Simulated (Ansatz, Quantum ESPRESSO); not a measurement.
# RbTaTe3 (Pm-3m): zone-centre phonons, part 3 of 3

Aim: the zone-centre modes of RbTaTe3 (Pm-3m).

Quantum ESPRESSO 8.0 development, patched; DFT LDA, scalar-relativistic, plane waves, PseudoDojo norm-conserving pseudopotentials.

So far. Step 5 (Zone-centre response): The acoustic modes at Γ come out as far as 1.0 cm⁻¹ from zero, where they should vanish, a small numerical error. Step 6 (Modes with the sum rule): The rule moves no optical mode by more than 0.1 cm⁻¹.

The structure was built from a prototype and need not be the compound's stable phase.

### 8. A second program

The same cell goes through another code at the same cutoff. The files are of one family, but Ansatz's library holds files of its own making for some heavy elements, so those for Te may differ. Its k mesh is centred on Γ.

This step: DFT LDA, scalar-relativistic, plane waves, norm-conserving pseudopotentials of its library (PseudoDojo's, some remade) (Ansatz 0.2.0).

input.yaml

```yaml
crystal:
  lattice:
    - [5.4103119024, 0.0, 0.0]
    - [0.0, 5.4103119024, 0.0]
    - [0.0, 0.0, 5.4103119024]
  atoms:
    - { symbol: Rb, position: [0.0, 0.0, 0.0] }
    - { symbol: Ta, position: [0.5, 0.5, 0.5] }
    - { symbol: Te, position: [0.5, 0.5, 0.0] }
    - { symbol: Te, position: [0.5, 0.0, 0.5] }
    - { symbol: Te, position: [0.0, 0.5, 0.5] }
kpoints:
  mp_grid: { grid: [6, 6, 6] }
hamiltonian:
  xc: lda
  pseudopotentials: { kind: nc, accuracy: standard }
scf:
  occupations: { method: cold, width: 0.27211 }
output:
  eigenvalues: true
basis:
  ecutwfc: 1115.667
phonons:
  method: dfpt
```

Command:

```sh
$ ansatz run input.yaml --threads 4 --pin off --max-ram 16384MiB --backend cpu --events-out ev --progress --plain --runs-dir out
```

The program printed:

```text
Warning: basis.ecutwfc = 1115.667 eV is below the records' recommended 1120 eV, and the density's cutoff is lower with it unless basis.ecutrho_ratio is high enough to keep the records' density cutoff: compare with a run at a higher cutoff
zone centre: on kpoints.mp_grid the ground state, and the responses unless they are solved on pairs of k-points, stand on 64 of the mesh's 216 k-points, reduced under 8 symmetry operations, with k and −k counted as one. Each operation leaves every solved displacement unchanged or reverses it
Engine: ansatz 0.2.0, aarch64-unknown-linux-gnu
Pseudopotentials: kind: nc
Pseudopotential: Rb, nc, valence charge 9, recommended cutoff 571.439111 eV (normal), Rb.nc.azcp (PseudoDojo's, or run here from an input of PseudoDojo's; its table is named by hamiltonian.pseudopotentials.accuracy)
Pseudopotential: Ta, nc, valence charge 13, recommended cutoff 789.130201 eV (normal), Ta.nc.azcp (PseudoDojo's, or run here from an input of PseudoDojo's; its table is named by hamiltonian.pseudopotentials.accuracy)
Pseudopotential: Te, nc, valence charge 16, recommended cutoff 1120 eV (normal), Te.nc.azcp (PseudoDojo's, or run here from an input of PseudoDojo's; its table is named by hamiltonian.pseudopotentials.accuracy)
Functional definition: SPW92
  exchange = slater_x
  correlation = pw_c
Crystal: 5 atoms, lattice volume = 158.368 Å³
Basis set: ecut = 1115.667 eV, 13397 PW (Γ), exchange–correlation on 120×120×120 points (8 copies of the dense FFT grid, shifted against one another)
Bands: 42, of which v1, the nominal top of the filled ones, is band 35 counted from 1 (34 counted from 0)
Symmetry: 48 space group operations
k-points: 64 of 216 (irreducible under 8 space group operations)
Non-local potential: Rb, projectors of the file, l = 0: 2, l = 1: 2, l = 2: 2
Non-local potential: Ta, projectors of the file, l = 0: 2, l = 1: 2, l = 2: 2, l = 3: 2
Non-local potential: Te, projectors of the file, l = 0: 3, l = 1: 2, l = 2: 2, l = 3: 2
Initial density: superposition of atomic densities (chi_scale 0.1, normalization cell, long waves kept (reshape's long-wave potential 0.00 eV rms))
Initial wavefunctions: pseudopotential atomic-orbital guess
Functional: x = slater, c = lda
SCF iter   1: F=—  HF=-11049.155994 eV  |F-HF|=—  |Δ(HF+E_count)|=         —  Δρ=3.07e-2  dr2=3.02e0  ethr=3.10e-3  ⟨swp⟩=8.7  Hψ=11352  notcnv=0
preconditioner: auto → Kerker (q_TF=auto, 2.381 Å⁻¹)  [metal: Δε(μ)=0.002 eV  Ē_g=8.607 eV  σ=0.272 eV  W_gap=0.01  n_scr=32 (ndim 8)  ℏωp=16.2 eV  f_vac=0.001  D(μ)=5.73/eV (n_scr^D=32)]
SCF iter   2: F=—  HF=-11048.530865 eV  |F-HF|=—  |Δ(HF+E_count)|=   6.25e-1  S|Δr|=    0.00e0  Δρ=1.63e-2  dr2=6.45e-1  ethr=3.10e-3  ⟨swp⟩=2.7  Hψ=3552  notcnv=0
SCF iter   3: F=—  HF=-11048.351408 eV  |F-HF|=—  |Δ(HF+E_count)|=   1.79e-1  S|Δr|=    0.00e0  Δρ=8.37e-3  dr2=2.19e-1  ethr=9.22e-4  ⟨swp⟩=2.6  Hψ=4215  notcnv=0
SCF iter   4: F=—  HF=-11048.258082 eV  |F-HF|=—  |Δ(HF+E_count)|=   9.33e-2  S|Δr|=    0.00e0  Δρ=2.31e-3  dr2=2.54e-2  ethr=3.13e-4  ⟨swp⟩=2.2  Hψ=3994  notcnv=0
SCF iter   5: F=—  HF=-11048.248953 eV  |F-HF|=—  |Δ(HF+E_count)|=   9.13e-3  S|Δr|=    0.00e0  Δρ=8.85e-4  dr2=3.07e-3  ethr=3.62e-5  ⟨swp⟩=2.0  Hψ=3695  notcnv=0
SCF iter   6: F=—  HF=-11048.248084 eV  |F-HF|=—  |Δ(HF+E_count)|=   8.69e-4  S|Δr|=    0.00e0  Δρ=2.56e-4  dr2=2.33e-4  ethr=4.39e-6  ⟨swp⟩=2.0  Hψ=4923  notcnv=0  defer=1
SCF iter   7: F=—  HF=-11048.248086 eV  |F-HF|=—  |Δ(HF+E_count)|=   2.55e-6  S|Δr|=    0.00e0  Δρ=7.39e-5  dr2=1.82e-5  ethr=3.33e-7  ⟨swp⟩=1.9  Hψ=2894  notcnv=0  defer=4
SCF iter   8: F=—  HF=-11048.248078 eV  |F-HF|=—  |Δ(HF+E_count)|=   8.61e-6  S|Δr|=    0.00e0  Δρ=2.12e-5  dr2=1.38e-6  ethr=2.60e-8  ⟨swp⟩=2.6  Hψ=4593  notcnv=0  defer=4
SCF iter   9: F=—  HF=-11048.247866 eV  |F-HF|=—  |Δ(HF+E_count)|=   2.12e-4  S|Δr|=    0.00e0  Δρ=7.72e-6  dr2=1.47e-7  ethr=1.97e-9  ⟨swp⟩=2.2  Hψ=4305  notcnv=0  defer=5
SCF iter  10: F=—  HF=-11048.247866 eV  |F-HF|=—  |Δ(HF+E_count)|=   1.12e-8  S|Δr|=    0.00e0  Δρ=1.78e-6  dr2=4.71e-9  ethr=2.11e-10  ⟨swp⟩=2.0  Hψ=3890  notcnv=0  defer=5
SCF iter  11: F=—  HF=-11048.247866 eV  |F-HF|=—  |Δ(HF+E_count)|=   1.79e-9  S|Δr|=    0.00e0  Δρ=4.57e-7  dr2=3.37e-10  ethr=6.73e-12  ⟨swp⟩=2.6  Hψ=4744  notcnv=0  defer=9
SCF iter  12: F=—  HF=-11048.247866 eV  |F-HF|=—  |Δ(HF+E_count)|=  1.27e-10  S|Δr|=    0.00e0  Δρ=8.60e-8  dr2=1.08e-11  ethr=1.00e-12  ⟨swp⟩=1.2  Hψ=2723  notcnv=0  defer=9
SCF iter  13: F=-11048.247866 eV  HF=-11048.247866 eV  |F-HF|=0.00e0  |Δ(HF+E_count)|=    0.00e0  S|Δr|=    0.00e0  Δρ=1.50e-8  dr2=3.87e-13  ethr=1.00e-12  ⟨swp⟩=11.1  Hψ=15203  notcnv=0
SCF 1 converged in 13 iterations: F = -11048.247866 eV  dr2 = 3.87e-13
DFPT response loops at Γ: preconditioner auto → Kerker (q_TF=auto, 2.381 Å⁻¹) (partly filled bands, converged f_vac=0.022); β = 1.00, the filter's whole step (`scf.mixing.beta` (0.50) is not read by the response loops under this deck's `scf.mixing.preconditioner`; to damp them name `kerker` or `kerker_dos`, under which they read `scf.mixing.beta`, and type it under 1.00, their step now; both keys bind the ground state too); Broyden in place of MSR1
SCF converged after 13 iterations
Stability not checked: this state was not tested for a lower state beside it, because cold or Methfessel-Paxton smearing, or corrected tetrahedra, fill the levels in a way that the test cannot read (fill_not_monotonic; see scf.lower_state_search)
Free energy (F): -11048.247866 eV
Harris-Foulkes:  -11048.247866 eV  (|F-HF|=0.00e0)
Internal energy: -11048.220555 eV  (E = F + TS)
E sigma→0 (E₀):  -11048.238762 eV
Entropy (-TS):   -0.027311 eV (-5.462 meV/atom)
Fermi energy:    9.084808 eV
Step filling:    the computed levels leave a gap of 0.0000 eV = 0.0 smearing widths at the electron count; against every level under it full and every level over it empty, smearing changes F+E_penalty+E_count by -4.651 meV and its σ→0 estimate by +4.453 meV
--- Per-component energies (eV) ---
  E_band       = -1053.853085
  E_kinetic    = 5296.880033
  E_local      = -8363.758592  (includes V_loc(G=0)·N_el)
  E_nonlocal   = -2263.884234
  E_hartree    = 2962.844023
  E_xc         = -2567.063766
  E_vxc        = -1648.778329  (∫ρ·V_xc dr)
  E_ewald      = -6113.238018
  E_smearing   = -0.027311  (= −TS)
  E_closure    = 0.000000  (closes the sum)
  Σ components = -11048.247866   (vs F -11048.247866, Δ=0.00e0)
--- Band table (eV; the first three rows and the last of 64) ---
  k-point 0: bands = [... 31 lower, 7.8772, 8.0389, 8.0389, 8.0389, 8.8568, 8.8568, 8.8568, 10.0319, ... 3 higher]
  k-point 1: bands = [... 31 lower, 7.6704, 7.8654, 8.0514, 8.4181, 8.4181, 9.3187, 9.3187, 10.0710, ... 3 higher]
  k-point 2: bands = [... 31 lower, 6.8848, 7.3318, 8.0768, 8.4237, 8.4237, 10.1154, 10.1457, 10.1457, ... 3 higher]
  k-point 63: bands = [... 31 lower, 4.8651, 9.4968, 9.4968, 9.4968, 10.4324, 10.4324, 10.4324, 11.4790, ... 3 higher]
--- Phonons (Γ-DFPT): 4 representative perturbations + reference, on 64 of 216 k-points (Σ response iterations 15) ---
  k mesh reduced under 8 symmetry operations, with k and −k counted as one. Each operation leaves every solved displacement unchanged or reverses it
  ASR residual: 9.393e-5 → 0.000e0 eV/Å²; symmetrization residual: 3.698e-5 eV/Å²
  ASR residual per site (eV/Å²): 4.83e-5 5.62e-5 9.39e-5 9.39e-5 9.39e-5
  Γ frequencies (cm⁻¹): 0.00 0.00 0.00 20.83 20.83 20.83 40.48 40.48 40.48 61.09 61.09 61.09 181.51 181.51 181.51
  non-analytic LO–TO correction: not included (Born effective charges unavailable; polar crystals: no LO–TO splitting at Γ)
```

It took 3.9 min on 4 threads of Arm Neoverse V1, shared host; peak memory 5.6 GiB.

This step gave:

- sum-rule residual before enforcement: 9.39e-5 eV/Å²
- highest optical zone-centre mode (no LO-TO term): 181.5 cm⁻¹
- lowest optical zone-centre mode: 20.83 cm⁻¹

### 9. The two compared: QE PseudoDojo and Ansatz, library NC

Numbers from this step:

```
root-mean-square difference : 0.73 cm⁻¹
largest difference          : 1.39 cm⁻¹
```

The 12 of 12 modes that differ most. Frequencies side by side:

| q (reciprocal lattice) | mode | QE PseudoDojo (cm⁻¹) | Ansatz, library NC (cm⁻¹) |
| --- | --- | --- | --- |
| 0 0 0 | 4 | 20.56 | 20.83 |
| 0 0 0 | 5 | 20.56 | 20.83 |
| 0 0 0 | 6 | 20.56 | 20.83 |
| 0 0 0 | 7 | 40.12 | 40.48 |
| 0 0 0 | 8 | 40.12 | 40.48 |
| 0 0 0 | 9 | 40.12 | 40.48 |
| 0 0 0 | 10 | 61.09 | 61.09 |
| 0 0 0 | 11 | 61.09 | 61.09 |
| 0 0 0 | 12 | 61.09 | 61.09 |
| 0 0 0 | 13 | 182.9 | 181.5 |
| 0 0 0 | 14 | 182.9 | 181.5 |
| 0 0 0 | 15 | 182.9 | 181.5 |

At the zone centre the largest difference (acoustic modes at Γ apart) is 0.8 % of the highest mode.

### 10. Outcome

| Property | Result |
| --- | --- |
| space group after relaxation | Pm-3m |
| volume per atom | 31.7 Å³ |
| highest optical zone-centre mode (no LO-TO term) | 182.9 cm⁻¹ |
| lowest optical zone-centre mode | 20.6 cm⁻¹ |
| imaginary optical modes at the zone centre (no q mesh in this session) | none |
| largest difference from Ansatz, library NC | 1.39 cm⁻¹ |

At the LDA level the optical modes of RbTaTe3 (Pm-3m) at the zone centre run from 21 to 183 cm⁻¹. Of the 12 optical modes, 9 are infrared active alone and 3 are silent. QE PseudoDojo and Ansatz, library NC differ by 0.7 cm⁻¹ in the root mean square and by 1.4 cm⁻¹ at most, 0.8 % of the highest mode compared (acoustic modes at Γ left out); the two use different potentials, and the cell was not relaxed for the second set. These are harmonic frequencies at zero temperature: anharmonic shifts and linewidths and thermal expansion are left out. Spin-orbit coupling is left out, which can matter for the heavy elements here. In a metal the frequencies hang on the k mesh and the smearing, most of all near Kohn anomalies. The total energies of the two programs lie far apart, so at least one potential file in Ansatz's library differs from the published one read by the first program. The build is a development version in which the Raman tensors of release 7.5 are mended; dynmat.x leaves out the electro-optic term of LO lines. The structure is a hypothetical one, built on a prototype.

[Host names and launcher messages were left out of these logs when they were recorded.]

[Logs are printed without paths, hosts, clocks, repeated set-up lines and the standing remarks that a program may print on its own settings, such as how far it seeks lower states.]

[Hosts, paths, dates, database ids (printed as entryN), source tags and the programs' standing remarks are cut or masked in the printed files.]
